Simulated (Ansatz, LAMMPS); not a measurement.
# Static equation of state of amorphous carbon (80 atoms)

Density of this cell: 2.83 g/cm³. The cell holds 80 atoms: 80 C. Its edges and angles: a = 8.531 Å, b = 8.061 Å, c = 8.204 Å, α = 91.2°, β = 93.0°, γ = 88.3°. The starting structure: 80 atoms (80 C) placed at random at 2.78 g/cm³, melted at 5500 K for 10 ps at fixed volume with the Tersoff potential (Tersoff, Phys. Rev. B 39, 5566 (1989)). Quenched from 5500 K to 100 K at 10 K/ps and fixed volume, held 5 ps.

Calculated with Ansatz 0.2.0: Kohn-Sham DFT, PBE, PAW (set soft_2), plane waves; cutoff 420 eV, k-mesh 2×2×2, gaussian smearing of 0.05 eV. Cell and atoms were relaxed first, to V0 = 7.0380 Å³ an atom at a residual P0 = 0.001 GPa. The cell was then scaled evenly, and the atoms were relaxed at each volume.

| volume (Å³/atom) | pressure (GPa) |
| --- | --- |
| 6.3342 | ? |
| 6.6157 | 18.53 |
| 6.8268 | 8.781 |
| 7.2491 | -7.756 |
| 7.4602 | -14.55 |

Task: Fit the third-order Birch–Murnaghan equation to the rows given and extrapolate to the withheld row.

**Working.**

Take the Eulerian strain f = ½[(V0/V)^(2/3) − 1] and the normalised pressure F = (P − P0) / [3f(1 + 2f)^(5/2)]. The third-order Birch–Murnaghan equation is then the line F = B0 + (3/2)B0(B′ − 4) f, so u = f and v = F.

| u = f | v = F (GPa) |
| --- | --- |
| 0.0210565 | 264.526 |
| 0.0102571 | 271.190 |
| -0.00975625 | 278.415 |
| -0.0190505 | 280.516 |

With n = 4: mean u = 6.2671e-4, mean v = 273.662, Σ(u − ū)² = 0.0010051, Σ(u − ū)(v − v̄) = -0.39468. Slope b = -0.39468 / 0.0010051 = -392.67; intercept a = v̄ − b ū = 273.91.

So B0 = a = 274 GPa and B′ = 4 + 2b/(3a) = 3.04. At the withheld volume f = 0.03638, F = a + b f = 259.6 GPa, and P = P0 + 3f(1 + 2f)^(5/2) F.

Prediction at 6.3342: 33.78 GPa. The run gave 28.67 GPa, so the fit is high by 5.1 GPa (18 % of the value).

The series isn't one smooth equation of state: even a line fitted to all rows, the withheld one included, misses F by up to 7.1 %, the count of bonds changes along the series and an atom moves over 0.5 Å in some relaxation. B0 and B′ are then only the numbers of this fit, not moduli of the material. Among the rows given, the largest miss of the fit is at 6.6157, by 0.078 GPa (0.18 % of the range of the table).

Limits: Static cells at zero temperature; the cell shape is held. The program notes that the SCF threshold of these relaxations is loose for the stress. The quench rate of 10 K/ps is many orders above laboratory rates, so the cell is likely richer in defects and strain than a real sample. The network of bonds at the start is that of the classical potential that made the cell, and needn't be the one that DFT or experiment would give.

[Hosts, paths, dates, database ids (printed as entryN), source tags and the programs' standing remarks are cut or masked in the printed files.]
